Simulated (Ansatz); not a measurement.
**Glassy Na2Si4O9 (165 atoms): geometry optimisation**

How does glassy Na2Si4O9 (165 atoms) relax, and what do bonds, charges and levels look like afterwards?

Main program and level: Ansatz 0.2.0; Kohn-Sham DFT, RPBE, PAW (set soft_2), plane waves.

Measured values to set the calculation against. Na-O nearest neighbour distance in sodium silicate glasses from Zotov and Keppler (1998), who studied sodium tetrasilicate glass by neutron diffraction (as quoted in “Computer modeling of natural silicate melts: what can we learn from ab   initio simulations”, 2009, arxiv:0907.2530): nearest Na–O distance 2.425 Å. Si-Na distance estimated from earlier sodium K-edge XAFS experiments (refs. 26, 27), quoted for comparison with the simulated glass (as quoted in “Structural and electronic properties of the sodium tetrasilicate glass   Na2Si4O9 from classical and ab initio molecular-dynamics   simulations”, 2001, arxiv:cond-mat/0109263): nearest Si–Na distance 3.8 Å; nearest Na–Na distance 3.2 Å.

This is a report of a sequence of runs, with most program output left out.

## 1. The starting structure

The cell holds 165 atoms: 22 Na, 99 O and 44 Si. Its edges and angles: a = 13.239 Å, b = 13.239 Å, c = 13.239 Å, α = 90.0°, β = 90.0°, γ = 90.0°. 165 atoms (22 Na, 99 O, 44 Si) placed at random at 2.38 g/cm³, melted at 4500 K for 20 ps at fixed volume with the Morse and Coulomb pair potential with partial charges (Pedone, Malavasi, Menziani, Cormack and Segre, J. Phys. Chem. B 110, 11780 (2006)). Quenched from 4500 K to 300 K at 20 K/ps and fixed volume, held 5 ps. The density is a measured one.

Limits known from the start: The quench rate of 20 K/ps is many orders above laboratory rates, so the cell is likely richer in defects and strain than a real sample. The network of bonds at the start is that of the classical potential that made the cell. Sampling is at Γ alone, for a cell whose shortest periodic width is 13 Å.

## 2. Single point at the start

A single point comes first, to see the forces before anything moves.

input.yaml

```yaml
crystal:
  lattice:
    - [13.2385, 0.0, 0.0]
    - [0.0, 13.2385, 0.0]
    - [0.0, 0.0, 13.2385]
  atoms:
    - { symbol: Na, position: [0.63934, 0.03547, 0.7466] }
    - { symbol: Na, position: [0.99476, 0.96454, 0.00936] }
    - { symbol: Na, position: [0.63012, 0.87864, 0.59198] }
    - { symbol: Na, position: [0.20758, 0.13998, 0.10361] }
    - { symbol: Na, position: [0.38945, 0.7002, 0.0511] }
    - { symbol: Na, position: [0.9115, 0.57056, 0.31595] }
    - { symbol: Na, position: [0.97449, 0.13575, 0.9533] }
    - { symbol: Na, position: [0.83191, 0.93119, 0.63805] }
    - { symbol: Na, position: [0.18223, 0.05975, 0.57903] }
    - { symbol: Na, position: [0.03343, 0.3297, 0.00646] }
    - { symbol: Na, position: [0.76345, 0.23942, 0.93125] }
    - { symbol: Na, position: [0.0145, 0.97966, 0.45849] }
    - { symbol: Na, position: [0.85144, 0.6312, 0.56788] }
    - { symbol: Na, position: [0.50249, 0.7753, 0.83243] }
    - { symbol: Na, position: [0.44977, 0.02702, 0.14379] }
    - { symbol: Na, position: [0.83885, 0.89144, 0.89112] }
    - { symbol: Na, position: [0.17414, 0.96722, 0.25486] }
    - { symbol: Na, position: [0.85651, 0.41274, 0.08362] }
    - { symbol: Na, position: [0.1745, 0.06948, 0.89711] }
    - { symbol: Na, position: [0.90244, 0.11834, 0.72606] }
    - { symbol: Na, position: [0.47093, 0.95264, 0.93069] }
    - { symbol: Na, position: [0.17071, 0.62024, 0.89526] }
    - { symbol: O, position: [0.16762, 0.68404, 0.24514] }
    - { symbol: O, position: [0.49827, 0.97559, 0.66161] }
    - { symbol: O, position: [0.89877, 0.21138, 0.29708] }
    - { symbol: O, position: [0.80331, 0.9492, 0.17165] }
    - { symbol: O, position: [0.83664, 0.02356, 0.99498] }
    - { symbol: O, position: [0.20512, 0.74532, 0.76959] }
    - { symbol: O, position: [0.99642, 0.44179, 0.78327] }
    - { symbol: O, position: [0.65092, 0.69494, 0.68161] }
    - { symbol: O, position: [0.01991, 0.49112, 0.97201] }
    - { symbol: O, position: [0.36122, 0.62921, 0.90699] }
    [... 127 atom lines left out ...]
    - { symbol: Si, position: [0.69767, 0.15144, 0.56377] }
    - { symbol: Si, position: [0.38497, 0.97263, 0.68817] }
    - { symbol: Si, position: [0.82504, 0.36036, 0.53979] }
    - { symbol: Si, position: [0.15985, 0.23436, 0.38948] }
    - { symbol: Si, position: [0.27893, 0.29373, 0.93826] }
    - { symbol: Si, position: [0.52977, 0.28431, 0.62904] }
kpoints:
  mp_grid: { grid: [1, 1, 1] }
hamiltonian:
  xc: rpbe
scf:
  occupations: { method: fixed }
output:
  forces: true
  stress: true
  populations: intrinsic
  dos:
    method: { smearing: { sigma: 0.15 } }
    de: 0.1
    projected: { site_lists: { Na: [Na], O: [O], Si: [Si] } }
  eigenvalues: true
```

Started as:

```bash
ansatz run input.yaml --threads 4 --pin off --max-ram 8192MiB --backend cpu --events-out ev --progress --plain --runs-dir out
```

Run time: 25 s. Hardware: 4 threads of AMD EPYC 9R45, shared host; peak memory 3.8 GiB; 91 s of CPU time.

Read from the output:

- free energy: -117381.3517 eV
- free energy per atom: -711.4021 eV/atom
- SCF cycles: 10
- pressure: 8.121 GPa
- r.m.s. force component: 1.39 eV/Å
- longest force: 5.511 eV/Å
- Fermi energy: 4.069 eV
- gap (highest filled to lowest empty level): 2.686 eV

The r.m.s. force component of 1.4 eV/Å and the pressure of 8.1 GPa set the starting point.

Length of the force by element:

```tsv
element	coordination	atoms	mean length of the force (eV/Å)	spread	least	most
Na	all	22	0.696	0.296	0.0674	1.57
O	all	99	2.09	1.08	0.239	5.51
Si	all	44	2.85	0.951	0.912	5.22
```

## 3. Relaxation

With the cell held, the atoms are moved downhill towards a nearby minimum.

input.yaml, the sections that differ from step 2:

```yaml
output:
  forces: true
relax:
  f_tol: 0.03
  max_steps: 196
# crystal, kpoints, hamiltonian, scf: as in step 2
```

Wall time 4.1 min (4 threads); peak memory 3.4 GiB.

The steps of the relaxation (22 of 24):

```tsv
step	energy less that of the first step (eV)	largest force component (eV/Å)
1	0.0000	5.3217
2	-7.7091	2.8938
3	-12.9424	0.7377
4	-14.3382	0.4613
5	-14.8934	0.3719
6	-15.1422	0.1752
8	-15.4282	0.2320
9	-15.5564	0.2319
10	-15.6621	0.1845
11	-15.6847	0.1651
12	-15.7508	0.1253
13	-15.7751	0.1217
14	-15.7950	0.0840
15	-15.8025	0.0627
16	-15.8152	0.0939
17	-15.8233	0.0520
19	-15.8283	0.0325
20	-15.8321	0.0471
21	-15.8019	0.2000
22	-15.8353	0.0344
23	-15.8333	0.0407
24	-15.8358	0.0180
```

Relaxation steps 18, 21, 23 were tried and not accepted.

The atoms that moved most (Å):

```tsv
atom	dx	dy	dz	length
Na12	0.008	-1.158	0.208	1.176
Na13	-0.778	0.316	-0.324	0.900
Na3	-0.359	0.520	-0.381	0.738
Na11	-0.412	-0.535	-0.200	0.704
O120	0.114	-0.158	0.668	0.696
O67	-0.308	0.600	0.152	0.692
O98	-0.269	-0.396	-0.481	0.678
O70	-0.651	0.088	-0.160	0.676
```

The relaxation changed the energy by -96.0 meV/atom, and atoms moved by 0.39 Å r.m.s., 1.2 Å at most.

## 4. Local order after relaxation

Bonds before and after, by the cutoffs listed below:

```tsv
pair	bonds before	bonds after	mean before (Å)	mean after (Å)	spread before (Å)	spread after (Å)
O-Si	176	176	1.615	1.644	0.050	0.032
O-Na	96	104	2.510	2.477	0.226	0.202
```

Density 2.38 g/cm³, 14.06 Å³ an atom.

Pair distribution functions g(r), in bins of 0.2 Å:

```tsv
r (Å)	total	O-O	O-Si	O-Na	Si-Si	Si-Na	Na-Na
1.50	0.44	0.00	1.36	0.00	0.00	0.00	0.00
1.70	3.98	0.00	12.46	0.00	0.00	0.00	0.00
1.90	0.00	0.00	0.00	0.00	0.00	0.00	0.00
2.10	0.04	0.00	0.00	0.27	0.00	0.00	0.00
2.30	0.50	0.00	0.00	3.12	0.00	0.00	0.00
2.50	0.61	0.69	0.00	2.29	0.00	0.00	0.00
2.70	2.36	6.05	0.00	1.12	0.00	0.00	0.00
2.90	0.37	0.32	0.00	0.61	0.98	0.79	1.77
3.10	0.92	0.49	0.11	0.53	5.55	2.27	3.61
3.30	0.71	0.55	0.44	0.85	1.09	1.66	2.14
3.50	1.00	0.81	1.20	0.73	0.00	2.58	1.57
3.70	1.08	0.78	1.48	0.90	0.00	1.62	3.96
3.90	1.03	0.63	1.66	1.04	0.31	0.95	1.01
4.10	1.13	0.90	1.79	0.79	0.63	0.62	1.13
4.30	1.08	0.78	1.74	0.87	0.77	0.46	1.03
4.50	0.95	0.88	0.85	1.31	1.27	0.61	0.94
4.70	0.97	1.11	0.71	1.25	1.12	0.83	0.35
4.90	1.10	1.40	0.75	1.20	1.46	0.76	0.64
5.10	1.16	1.62	0.82	1.01	1.40	0.63	0.44
5.30	1.02	1.25	0.69	1.01	1.46	1.01	0.69
5.50	0.88	0.79	0.91	0.91	1.20	0.69	1.13
5.70	0.94	0.82	1.02	0.98	1.01	1.17	0.71
5.90	0.92	0.74	1.08	0.81	0.90	1.12	1.75
6.10	0.99	0.92	1.01	0.92	0.69	1.67	1.24
6.30	1.06	0.98	1.24	0.96	0.65	1.36	0.87
6.50	1.05	0.96	1.19	0.99	0.79	1.26	0.91
```

Bonds by pair of elements; cutoffs follow the first minimum of g(r), held within bounds set by covalent radii, and pairs that aren't listed don't count as bonded:

```tsv
pair A-B	cutoff (Å)	bonds	mean length (Å)	spread (Å)	shortest (Å)	B about A	A about B
O-Si	2.08	176	1.64	0.032	1.56	1.78	4
O-Na	2.98	104	2.48	0.202	2.12	1.05	4.73
```

How many atoms have how many bonded neighbours:

```tsv
element	mean	2	3	4	5	6
Na	4.73	0	0	9	10	3
O	2.83	42	35	20	1	1
Si	4	0	0	44	0	0
```

Bond angles (no mean is given where the spread exceeds 20°):

```tsv
angle	count	mean (°)	spread (°)
O-Si-O	264	109	4.5
O-Na-O	199	-	-
Na-O-Si	145	-	-
Si-O-Si	77	142	11.7
Na-O-Na	70	-	-
```

Oxygen atoms by the number of network formers (Si, P, Ge, B, Al, As, Ga) bound to them:

```tsv
network formers bound to O	O atoms	per cent
0	0	0
1	22	22.2
2	77	77.8
```

Network units: each former by its oxygen neighbours and how many of them bridge to another former:

```tsv
former	O neighbours	bridging O	atoms
Si	4	2	3
Si	4	3	16
Si	4	4	25
```

Bond length by coordination (bonds to H left out):

```tsv
element	coordination	atoms	mean bond length (Å)
Na	4	9	2.41
Na	5	10	2.52
Na	6	3	2.50
O	2	42	1.65
O	3	35	1.99
O	4	20	2.18
O	5	1	2.24
O	6	1	2.35
```

Rings of the network by King's shortest-path rule, up to 12 atoms, one path for each pair of neighbours; H, halogens, alkali and alkaline-earth atoms are left out, and the last column divides by all other atoms, bonded or not:

```tsv
ring size (atoms)	rings	per network atom
8	6	0.042
10	12	0.084
12	14	0.098
```

First main peaks of g(r), for some of the pairs, lie near 2.7 Å (O-O), 1.6 Å (O-Si), 2.3 Å (O-Na) and 3.1 Å (Si-Si). With the cutoffs above, 45 % of Na atoms have 5, 42 % of O atoms have 2 and all Si atoms have 4 bonded neighbours. The O-Si-O angle averages 109° with a spread of 4°. 78 % of the oxygens bridge two formers (Si) and 22 % are non-bridging. The commonest Si unit has 4 oxygens, 4 of them shared with other formers (25 of 44 atoms). Rings of 12 atoms are the most common (44 % of those counted); sizes run from 8 to 12, where the search stops.

## 5. Single point at the relaxed geometry

The electronic structure is read at the final geometry, in a run of its own.

input.yaml

```yaml
crystal:
  lattice:
    - [13.2385, 0.0, 0.0]
    - [0.0, 13.2385, 0.0]
    - [0.0, 0.0, 13.2385]
  atoms:
    - { symbol: Na, position: [0.64527, 0.01871, 0.78162] }
    - { symbol: Na, position: [0.03182, 0.94736, 0.00853] }
    - { symbol: Na, position: [0.603, 0.91791, 0.56323] }
    - { symbol: Na, position: [0.20746, 0.13008, 0.1225] }
    - { symbol: Na, position: [0.40122, 0.73389, 0.02223] }
    - { symbol: Na, position: [0.90024, 0.59587, 0.2937] }
    - { symbol: Na, position: [0.94296, 0.14568, 0.96059] }
    - { symbol: Na, position: [0.82402, 0.92103, 0.62125] }
    - { symbol: Na, position: [0.14959, 0.05128, 0.58221] }
    - { symbol: Na, position: [0.07227, 0.33118, 0.02572] }
    - { symbol: Na, position: [0.73233, 0.199, 0.91613] }
    - { symbol: Na, position: [0.0151, 0.8922, 0.4742] }
    - { symbol: Na, position: [0.79268, 0.65504, 0.5434] }
    - { symbol: Na, position: [0.48068, 0.77944, 0.81205] }
    - { symbol: Na, position: [0.45263, 0.01132, 0.15975] }
    - { symbol: Na, position: [0.8492, 0.89328, 0.89517] }
    - { symbol: Na, position: [0.20162, 0.9782, 0.29023] }
    - { symbol: Na, position: [0.83683, 0.38508, 0.0601] }
    - { symbol: Na, position: [0.16306, 0.09142, 0.85461] }
    - { symbol: Na, position: [0.90009, 0.1167, 0.71011] }
    - { symbol: Na, position: [0.46423, 0.97948, 0.92873] }
    - { symbol: Na, position: [0.19672, 0.61156, 0.88459] }
    - { symbol: O, position: [0.19483, 0.69836, 0.25088] }
    - { symbol: O, position: [0.50792, 0.94853, 0.70355] }
    - { symbol: O, position: [0.90647, 0.21024, 0.29586] }
    - { symbol: O, position: [0.8386, 0.98576, 0.16687] }
    - { symbol: O, position: [0.80733, 0.04354, 0.97103] }
    - { symbol: O, position: [0.19405, 0.75141, 0.8016] }
    - { symbol: O, position: [0.0042, 0.4333, 0.76271] }
    - { symbol: O, position: [0.65359, 0.70068, 0.68502] }
    - { symbol: O, position: [0.9983, 0.47527, 0.96266] }
    - { symbol: O, position: [0.38363, 0.63646, 0.88043] }
    [... 127 atom lines left out ...]
    - { symbol: Si, position: [0.69377, 0.14484, 0.55814] }
    - { symbol: Si, position: [0.39083, 0.97456, 0.706] }
    - { symbol: Si, position: [0.82634, 0.34204, 0.53275] }
    - { symbol: Si, position: [0.16281, 0.24767, 0.39173] }
    - { symbol: Si, position: [0.28646, 0.28026, 0.94491] }
    - { symbol: Si, position: [0.54291, 0.29714, 0.64239] }
kpoints:
  mp_grid: { grid: [1, 1, 1] }
hamiltonian:
  xc: rpbe
scf:
  occupations: { method: fixed }
output:
  forces: true
  stress: true
  populations: intrinsic
  dos:
    method: { smearing: { sigma: 0.08 } }
    de: 0.1
    projected: { site_lists: { Na: [Na], O: [O], Si: [Si] } }
  eigenvalues: true
  write_density: true
  write_potential: true
  volumetric_format: npy
```

Wall time 23 s (4 threads); peak memory 3.8 GiB; 89 s of CPU time.

The program notes that the exchange-correlation potential is rough where the density is thin.

Read from the output:

* free energy: -117397.1875 eV
* free energy per atom: -711.4981 eV/atom
* SCF cycles: 9
* pressure: 1.708 GPa
* r.m.s. force component: 0.00477 eV/Å
* longest force: 0.02287 eV/Å
* Fermi energy: 3.507 eV
* gap (highest filled to lowest empty level): 3.479 eV

Intrinsic-atomic-orbital charges by element and coordination:

```tsv
element	coordination	atoms	mean charge (e)	spread	least	most
Na	all	22	0.811	0.0133	0.785	0.835
Na	4	9	0.807	0.0154	0.785	0.835
Na	5	10	0.814	0.0088	0.801	0.827
Na	6	3	0.816	0.0155	0.795	0.832
O	all	99	-0.941	0.0732	-1.11	-0.873
O	2	42	-0.898	0.0205	-1.02	-0.873
O	3	35	-0.926	0.0519	-1.11	-0.883
O	4	20	-1.04	0.064	-1.10	-0.909
O	5	1	-1.10	0	-1.10	-1.10
O	6	1	-1.11	0	-1.11	-1.11
Si	all	44	1.71	0.0589	1.56	1.79
```

States in the cell by windows of 1 eV, zero at the Fermi level; the larger projections on atomic orbitals stand beside the total:

```tsv
from (eV)	to (eV)	total	O p	Si p
-10	-9	21.6	14.5	1.5
-9	-8	24.7	17.2	2.5
-8	-7	42.8	31.9	7.4
-7	-6	45.3	35.0	8.6
-6	-5	25.7	20.5	3.4
-5	-4	88.8	75.7	6.9
-4	-3	114.5	102.9	5.1
-3	-2	113.5	106.8	2.5
-2	-1	63.4	59.6	1.6
-1	0	40.4	38.3	1.1
0	1	0.9	0.8	0.0
1	3	0.0	0.0	0.0
3	4	2.0	0.0	0.0
4	5	9.6	0.9	1.1
```

The curve was stored every 0.10 eV, coarse against its broadening of 0.08 eV, so these counts are rough.

With fixed occupations the program's Fermi level is the highest filled level; weight inside the gap is the broadening of levels at its edges.

Between -26 and -10 eV lie 342 more states.

About 45 of the 968 electrons lie in deeper levels, below the stored range.

The levels nearest the highest filled one (over half full), pooled over k-points and spins:

```tsv
level less the highest filled one (eV)	occupation
-0.373	2
-0.3	2
-0.160	2
-0.136	2
-0.0436	2
0	2
3.48	0
4.58	0
4.64	0
4.77	0
4.86	0
5.00	0
```

Valence density in the bc plane at fractional x = 0.158, with atoms of Na and O and Si within 0.2 Å of it. It is the smooth field of the valence electrons, not physical close to the nuclei.

Ten steps, logarithmic in the rise over the least value, from '0' (0 e/Å³) to '9' (15 e/Å³), each cell a mean:
```
0000024665310000000000000000000124431
1001113443200000000001331000000145642
0268731111000000000004663101111134431
0389941000000000000002442124432222211
1145410000000000000000000246653223332
3100000000000000000000000134432235776
3100000011100000000000000011110125776
1000001222212222100011100000000012343
1442011222123565311245432111110000000
5997201222123565311368753223332100001
4886101244322222101256643113332101111
1221002455321000000012222222211113442
2000001344310000000000123443100125764
1000001222222221000001124553100024664
0000012211235664100112223432000001221
1000124432245764211122111221000000011
4100134432123443111122223432100000145
3100123221001122211111124664200000135
1000000000001245431000123554200000011
2100110000001478742000112332100001344
5211442000001367642111221112110013677
4211331000000123211122222122221113677
2100001111000000000112211122221112333
0000013443210000000000000001111111211
```
Columns run along b (13.2 Å), rows up along c (13.2 Å). Atoms in or near the plane, at fractional coordinates: Na at (0.05, 0.58), Na at (0.09, 0.85), O at (0.58, 0.59), O at (0.41, 0.17), O at (0.94, 0.74), O at (0.96, 0.12), Si at (0.68, 0.13), Si at (0.63, 0.34), Si at (0.27, 0.62), Si at (0.25, 0.39).

Electrostatic potential energy in the bc plane at fractional x = 0.158, with atoms of Na and O and Si within 0.2 Å of it. With pseudopotentials it is smooth inside the atoms' cores, unlike the true potential.

Ten even steps from '0' (-44 eV) to '9' (9 eV), each cell a mean:
```
9999998436999999999999999999999998789
9988899778999999999998778999999985479
9842379999999999999986347999999987799
9710068999999999999988678998898767899
9875689999999999999999999984478667789
9999999999999999999999999998799886114
9999999999999999999999999999999996214
9999999876568999999999999999999999889
8768899740005646999986788778999999999
5003888740005545999830144114799999998
6214899876568999999974452002789999998
9888999755899999999999986346899999889
9999999866789999999999998778999996337
9999998521268999999998887568999997448
9999997300045348999986323689999999999
8999997632364127999983000489999999988
6899986788888777788986212579999999865
7899999999999987778998876447999999876
9999999999999975689999988558999999999
9999889999999820179999875347899999988
7998768999999842489999840004799999412
7998778999999998899999862015899998522
9999999999999999999999987678999988889
9999999878999999999999999999999988899
```
Columns run along b (13.2 Å; values clipped at the 3rd and 97th percentile), rows up along c (13.2 Å). Atoms in or near the plane, at fractional coordinates: Na at (0.05, 0.58), Na at (0.09, 0.85), O at (0.58, 0.59), O at (0.41, 0.17), O at (0.94, 0.74), O at (0.96, 0.12), Si at (0.68, 0.13), Si at (0.63, 0.34), Si at (0.27, 0.62), Si at (0.25, 0.39).

Mean intrinsic-atomic-orbital charges: Na +0.81, O -0.94, Si +1.71 e.

A closer look about Na1, one of the 22 Na atoms: 8 atoms, nearest first, numbered in the order of the input, with positions taken from that point.

```tsv
atom	x	y	z	distance (Å)	bonds	intrinsic-atomic-orbital charge (e)
Na1	0.00	0.00	0.00	0.00	4	0.80
O24	-1.82	-0.93	-1.03	2.29	4	-1.07
O60	1.25	-2.06	-0.17	2.42	4	-1.06
O39	1.39	0.73	-1.92	2.48	4	-1.08
O49	-1.20	1.51	1.68	2.56	4	-1.07
Na21	-2.40	-0.52	1.95	3.13	4	0.80
Na11	1.15	2.39	1.78	3.19	5	0.81
Na3	-0.56	-1.33	-2.89	3.23	4	0.82
```

The column of bonds counts only the pairs O-Si within 2.08 Å, O-Na within 2.98 Å; other neighbours, such as metal atoms beside each other in a compound, aren't counted, and periodic images can show an atom twice.

## 6. Outcome

```yaml
energy_change_in_the_relaxation: -95.97 meV/atom
r_m_s_displacement: 0.393 Å
largest_displacement: 1.176 Å
free_energy_per_atom: -711.4981 eV/atom
pressure: 1.708 GPa
r_m_s_force_component: 0.00477 eV/Å
spacing_of_highest_filled_and_lowest_empty_level: 3.479 eV
wall_time_of_the_3_dft_runs: 4.9 min
```

What this shows: Relaxation lowers the energy by 96.0 meV/atom and moves atoms by 0.39 Å r.m.s.; the r.m.s. force component goes from 1.4 to 0.0048 eV/Å, the pressure goes from 8.1 to 1.7 GPa, and the gap from 2.69 to 3.48 eV. By the final cutoffs 11 of 272 bonded pairs parted and 19 joined. From the first step to the last the energy fell by 15.836 eV, and the largest move was 1.18 Å (Na12). The O-Na bonds go from 2.510 Å (spread 0.226) to 2.477 Å (spread 0.202), and their number from 96 to 104. With the cutoffs above, 45 % of Na atoms have 5, 42 % of O atoms have 2 and all Si atoms have 4 bonded neighbours. 78 % of the oxygens bridge two formers (Si) and 22 % are non-bridging. Between filled and empty levels lie 3.48 eV (at Γ alone); a semilocal functional tends to put such gaps too low. In a disordered cell it changes from sample to sample, and tail or defect levels can set it.

What to keep in mind: The starting topology of bonds comes from the classical model; in DFT 11 of its 272 bonded pairs passed out of the cutoffs and 19 came within them. The pressure of 1.7 GPa means that a free cell would grow at this level.

Against the measurements quoted at the start:

```tsv
quantity	measured	this cell	difference	method of the measurement
nearest Na–O distance	2.425 Å	2.34 Å	-3.5 %	neutron diffraction
nearest Si–Na distance	3.8 Å	3.47 Å	-8.7 %	Na K-edge XAFS
nearest Na–Na distance	3.2 Å	3.07 Å	-4.1 %	Na K-edge XAFS
```

The cell differs from the measured distances by up to 8.7 %. Distances of this cell are positions of the first main peak of g(r), or bond means where the peak is narrow; means over all bonds within a cutoff lie farther out for broad shells. The network comes from the model that made the cell; in DFT 11 of its 272 bonded pairs passed out of the cutoffs and 19 came within them.

[Logs are printed without paths, hosts, clocks, repeated set-up lines and the standing remarks that a program may print on its own settings, such as how far it seeks lower states.]

[Hosts, paths, dates, database ids (printed as entryN), source tags and the programs' standing remarks are cut or masked in the printed files.]
